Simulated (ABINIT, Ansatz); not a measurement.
## Rb3SBr (Pm-3m): zone-centre phonons

Wanted: the vibrations of Rb3SBr (Pm-3m) at Γ, by two programs.

Method: DFT PBEsol, scalar-relativistic, plane waves, PseudoDojo norm-conserving pseudopotentials, in ABINIT 10.8.3.

This is a report of a sequence of runs, with most program output left out.

The structure was built from a prototype and need not be the compound's stable phase.

**1. The starting structure**

The structure is cubic, space group Pm-3m (No. 221). The conventional cell has a = 6.208 Å, b = 6.208 Å, c = 6.208 Å, α = 90.00°, β = 90.00°, γ = 90.00°. Nearest to Br lie 12 Rb at 4.39 Å. Nearest to S lie 6 Rb at 3.10 Å. Rb has 2 S at 3.10 Å and 8 Rb at 4.39 Å and 4 Br at 4.39 Å nearest. Farther neighbours and most contacts between anions are not listed.

**2. Relaxation**

The harmonic expansion needs vanishing forces, and a free crystal bears no stress, so cell and atoms are brought to rest. Stress is more sensitive to the basis than forces are: the last 3 Ha under the cutoff are smoothed with ecutsm, and the cutoff is raised above that of the later runs.

The starting cell comes from a relaxation made beforehand in Ansatz (PBEsol, PseudoDojo NC).

Contents of relax.abi:

```
# relaxation
ionmov 2
optcell 2
dilatmx 1.08
ntime 40
tolmxf 1.0d-05
tolvrs 1.0d-14
prtwf 0
prtden 0
chksymtnons 0

# basis, mesh and filling
ecut 26.0
ecutsm 3.0
ngkpt 4 4 4
nshiftk 1
shiftk 0.0 0.0 0.0
istwfk *1
occopt 1
nband 20
nstep 100
diemac 9.0
prtebands 0
prtgsr 0
useylm 1

# cell and atoms
acell 3*1.0 Angstrom
rprim 
    6.207703671 0.0 0.0
    0.0 6.207703671 0.0
    0.0 0.0 6.207703671
ntypat 3
znucl 35 16 37
natom 5
typat 1 2 3 3 3
xred 
    0.0 0.0 0.0
    0.5 0.5 0.5
    0.5 0.5 0.0
    0.5 0.0 0.5
    0.0 0.5 0.5
pp_dirpath "./pseudo"
pseudos "Br.upf, S.upf, Rb.upf"
```

The run is started by

```bash
$ OMP_NUM_THREADS=1 mpirun -n 4 abinit relax.abi > relax.log
```

Run time: 2.2 min. Hardware: 4 MPI ranks of Intel Xeon at 2.70GHz, shared host; 8.8 min of CPU time.

Little changed from the start: no atom moved by 0.005 Å and no cell edge by 0.1 %.

Numbers from this step:

```
volume per atom : 47.80 Å³
pressure        : 1.55e-5 GPa
```

**3. Self-consistent run for the response**

The response is built on these wavefunctions, so the potential is converged far more tightly than an energy would need. The mesh is shifted off Γ, since shifted meshes converge sums over the zone faster.

Contents of gs.abi:

```
# ground state
tolvrs 1.0d-16
prtden 1
prtwf 1

# basis, mesh and filling
ecut 20.0
ngkpt 4 4 4
nshiftk 1
shiftk 0.5 0.5 0.5
istwfk *1
occopt 1
nband 20
nstep 100
diemac 9.0
prtebands 0
prtgsr 0
useylm 1

# cell and atoms
acell 3*1.0 Angstrom
rprim 
    6.20568532 0.0 0.0
    0.0 6.20568532 0.0
    0.0 0.0 6.20568532
ntypat 3
znucl 35 16 37
natom 5
typat 1 2 3 3 3
xred 
    0.0 0.0 0.0
    0.5 0.5 0.5
    0.5 0.5 0.0
    0.5 0.0 0.5
    0.0 0.5 0.5
pp_dirpath "./pseudo"
pseudos "Br.upf, S.upf, Rb.upf"
```

The run is started by

```bash
$ OMP_NUM_THREADS=1 mpirun -n 4 abinit gs.abi > gs.log
```

It took 13 s on 4 MPI ranks; 50 s of CPU time.

Read from the output:

* pressure: -0.1680 GPa

The cell stands at -0.17 GPa: the relaxation ran with a smoothed and higher cutoff and on another k mesh.

**4. Empty bands**

Empty bands on the ground state's density check that the gap assumed so far is there in this cell.

Contents of gap.abi:

```
# empty bands on the ground state's density
iscf -2
getden_filepath "gso_DEN"
tolwfr 1.0d-12
nbdbuf 2
prtwf 0

# basis, mesh and filling
ecut 20.0
ngkpt 4 4 4
nshiftk 1
shiftk 0.0 0.0 0.0
istwfk *1
occopt 1
nband 24
nstep 100
diemac 9.0
prtebands 0
prtgsr 0
useylm 1

# cell and atoms
acell 3*1.0 Angstrom
rprim 
    6.20568532 0.0 0.0
    0.0 6.20568532 0.0
    0.0 0.0 6.20568532
ntypat 3
znucl 35 16 37
natom 5
typat 1 2 3 3 3
xred 
    0.0 0.0 0.0
    0.5 0.5 0.5
    0.5 0.5 0.0
    0.5 0.0 0.5
    0.0 0.5 0.5
pp_dirpath "./pseudo"
pseudos "Br.upf, S.upf, Rb.upf"
```

The run is started by

```bash
$ OMP_NUM_THREADS=1 mpirun -n 4 abinit gap.abi > gap.log
```

It took 18 s on 4 MPI ranks.

This step gave:

```
gap on the k-mesh : 1.294 eV
```

In this cell the gap on the mesh is 1.3 eV, direct, so fixed occupations hold.

**5. Linear response at Γ**

The derivative of the wavefunctions by k comes first, since the response to a field is built on it; then the field and the displacements that symmetry doesn't supply are solved at q = 0.

It reads the wavefunctions written in step 3.

Contents of dfpt_gamma.abi:

```
ndtset 2

# common to the responses
getwfk_filepath "gso_WFK"
kptopt 2
nqpt 1
qpt 0.0 0.0 0.0
asr 0
chneut 0

# d/dk
rfelfd1 2
rfdir1 1 1 1
iscf1 -3
tolwfr1 1.0d-20

# displacements, field
rfphon2 1
rfatpol2 1 5
rfdir2 1 1 1
rfelfd2 3
getddk2 1
tolvrs2 1.0d-10
prtwf2 0

# basis, mesh and filling
ecut 20.0
ngkpt 4 4 4
nshiftk 1
shiftk 0.5 0.5 0.5
istwfk *1
occopt 1
nband 20
nstep 100
diemac 9.0
prtebands 0
prtgsr 0
useylm 1

# cell and atoms
acell 3*1.0 Angstrom
rprim 
    6.20568532 0.0 0.0
    0.0 6.20568532 0.0
    0.0 0.0 6.20568532
ntypat 3
znucl 35 16 37
natom 5
typat 1 2 3 3 3
xred 
    0.0 0.0 0.0
    0.5 0.5 0.5
    0.5 0.5 0.0
    0.5 0.0 0.5
    0.0 0.5 0.5
pp_dirpath "./pseudo"
pseudos "Br.upf, S.upf, Rb.upf"
```

The run is started by

```bash
$ OMP_NUM_THREADS=1 mpirun -n 4 abinit dfpt_gamma.abi > dfpt_gamma.log
```

Wall time 6.1 min (4 MPI ranks); 24 min of CPU time.

Numbers from this step:

```
miss of the charge sum rule                                       : 0.03025 e
largest acoustic frequency at the zone centre before the sum rule : 1.52 cm⁻¹
highest optical zone-centre mode (no LO-TO term)                  : 189.5 cm⁻¹
lowest optical zone-centre mode                                   : -43.6 cm⁻¹
mean high-frequency dielectric constant                           : 2.702
largest Born charge in size (third of the trace)                  : 2.098 e
```

Born charge (rows field, columns displacement), before the sum rule (e), principal values of the symmetric part by kind of site:

```csv
atom,atoms with these values,low,middle,high,mean
Br1,1,-1.32,-1.32,-1.32,-1.32
S2,1,-2.10,-2.10,-2.10,-2.10
Rb3,3,1.00,1.00,1.44,1.15
```

In full for S2:

```
-2.10  0.00  0.00
 0.00 -2.10  0.00
 0.00  0.00 -2.10
```

High-frequency dielectric tensor:

```
2.70 0.00 0.00
0.00 2.70 0.00
0.00 0.00 2.70
```

The acoustic modes at Γ come out as far as 1.5 cm⁻¹ from zero, where they should vanish, a small numerical error; the Born charges miss their sum rule by 0.030 e, which is fair. The lowest optical mode is imaginary, 44i cm⁻¹, an instability at this level and on this k mesh.

**6. Modes with the sum rule**

anaddb reads the merged derivatives and imposes the acoustic sum rule.

Contents of anaddb.abi:

```
ddb_filepath "gamma_DDB"
output_file "anaddb.abo"
outdata_prefix "anaddb"
asr 1
chneut 1
enunit 2
eivec 1
nph1l 1
qph1l 0.0 0.0 0.0 1.0
dieflag 1
nph2l 3
qph2l 
    1.0 0.0 0.0 0.0
    0.0 0.0 1.0 0.0
    1.0 1.0 1.0 0.0
```

Contents of mrgddb.in:

```
gamma_DDB
merged
2
dfpt_gammao_DS2_DDB
gso_DDB
```

The run is started by

```bash
$ mrgddb < mrgddb.in > mrgddb.log
$ OMP_NUM_THREADS=1 anaddb anaddb.abi > anaddb.log
```

Elapsed: 0.73 s, on 1 thread.

The program refused the input: “The lowest mode appears to be a "true" negative mode, and not an acoustic mode”.

With an imaginary mode the lattice part of the dielectric tensor has no meaning; dieflag 2 would ask for the electronic part alone. The modes stand as the response run printed them.

**7. Cross-check with Ansatz**

The same cell, potentials and cutoff go through another code, on another k mesh. Its k mesh is centred on Γ.

This step: DFT PBEsol, scalar-relativistic, plane waves, PseudoDojo norm-conserving pseudopotentials (Ansatz 0.2.0).

Contents of input.yaml:

```yaml
crystal:
  lattice:
    - [6.2056853203, 0.0, 0.0]
    - [0.0, 6.2056853203, 0.0]
    - [0.0, 0.0, 6.2056853203]
  atoms:
    - { symbol: Br, position: [0.0, 0.0, 0.0] }
    - { symbol: S, position: [0.5, 0.5, 0.5] }
    - { symbol: Rb, position: [0.5, 0.5, 0.0] }
    - { symbol: Rb, position: [0.5, 0.0, 0.5] }
    - { symbol: Rb, position: [0.0, 0.5, 0.5] }
kpoints:
  mp_grid: { grid: [4, 4, 4] }
hamiltonian:
  xc: pbesol
  pseudopotentials: { kind: nc, accuracy: standard }
scf:
  occupations: { method: fixed }
output:
  eigenvalues: true
basis:
  ecutwfc: 544.228
phonons:
  method: dfpt
  dielectric: true
  rigid_motions: translations
```

The run is started by

```bash
$ ansatz run input.yaml --threads 4 --pin off --max-ram 8192MiB --backend cpu --events-out ev --progress --plain --runs-dir out
```

Wall time 51 s (4 threads); peak memory 1.5 GiB.

Read from the output:

```yaml
gap_on_the_k_mesh: 1.290 eV
sum_rule_residual_before_enforcement: 6.01e-5 eV/Å²
miss_of_the_charge_sum_rule: 0.002751 e
estimated_error_of_the_dielectric_tensor: 0.008355
estimated_error_of_the_born_charges: 0.01618 e
highest_optical_zone_centre_mode_no_lo_to_term: 189.3 cm⁻¹
lowest_optical_zone_centre_mode: -43.71 cm⁻¹
mean_high_frequency_dielectric_constant: 2.750
largest_born_charge_in_size_third_of_the_trace: 2.118 e
highest_mode_moved_by_the_lo_to_term: 219.6 cm⁻¹
```

Transverse modes; imaginary modes left out. Infrared lines, with heights relative to the strongest:

```csv
position (cm⁻¹),label,"IR intensity ((D/Å)²/amu), degenerate modes summed, relative"
62,T1u,3.6
189,T1u,100
```

The log warns that the force constants on this k mesh are to be taken as unconverged.

**8. The two compared: ABINIT PseudoDojo and Ansatz, PseudoDojo**

Numbers from this step:

- root-mean-square difference: 0.29 cm⁻¹
- largest difference: 0.38 cm⁻¹

The 12 of 12 modes that differ most. Frequencies side by side:

```csv
q (reciprocal lattice),mode,ABINIT PseudoDojo (cm⁻¹),"Ansatz, PseudoDojo (cm⁻¹)"
0 0 0,1,-43.6,-43.71
0 0 0,2,-43.6,-43.71
0 0 0,3,-43.6,-43.71
0 0 0,4,-25.03,-25.41
0 0 0,5,-25.03,-25.41
0 0 0,6,-25.03,-25.41
0 0 0,10,62.52,62.19
0 0 0,11,62.52,62.19
0 0 0,12,62.52,62.19
0 0 0,13,189.5,189.3
0 0 0,14,189.5,189.3
0 0 0,15,189.5,189.3
```

The two runs side by side. Further quantities:

```csv
quantity,ABINIT PseudoDojo,"Ansatz, PseudoDojo"
mean ε∞,2.702,2.75
"largest Born charge in size (e; the first before, the second after the charge sum rule)",2.098,2.118
```

At the zone centre the largest difference (acoustic modes at Γ apart) is 0.2 % of the highest mode.

**9. Summary of results**

```yaml
space_group_after_relaxation: Pm-3m
volume_per_atom: 47.8 Å³
highest_optical_zone_centre_mode_no_lo_to_term: 189.5 cm⁻¹
lowest_optical_zone_centre_mode: -43.6 cm⁻¹
mean_high_frequency_dielectric_constant: 2.70
largest_born_charge_in_size_third_of_the_trace: 2.10 e
largest_difference_from_ansatz_pseudodojo: 0.38 cm⁻¹
```

In words: At the PBEsol level the optical modes of Rb3SBr (Pm-3m) at the zone centre (no LO-TO term) run from 44i to 190 cm⁻¹, so the structure is a saddle point, with 6 modes beyond 10i cm⁻¹ there. ABINIT PseudoDojo and Ansatz, PseudoDojo agree to 0.38 cm⁻¹ (0.2 % of the highest mode compared) on all solved modes but the acoustic ones at Γ, without the LO-TO term. These are harmonic frequencies at zero temperature: anharmonic shifts and linewidths and thermal expansion are left out. Ansatz warns that the cutoff lies 23 % under the one recommended for these files; agreement at one cutoff is not convergence. Ansatz's log warns that force constants on this k mesh are to be taken as unconverged. The structure is a hypothetical one, built on a prototype.

[Host names and launcher messages were left out of these logs when they were recorded.]

[Logs are printed without paths, hosts, clocks, repeated set-up lines and the standing remarks that a program may print on its own settings, such as how far it seeks lower states.]

[Hosts, paths, dates, database ids (printed as entryN), source tags and the programs' standing remarks are cut or masked in the printed files.]
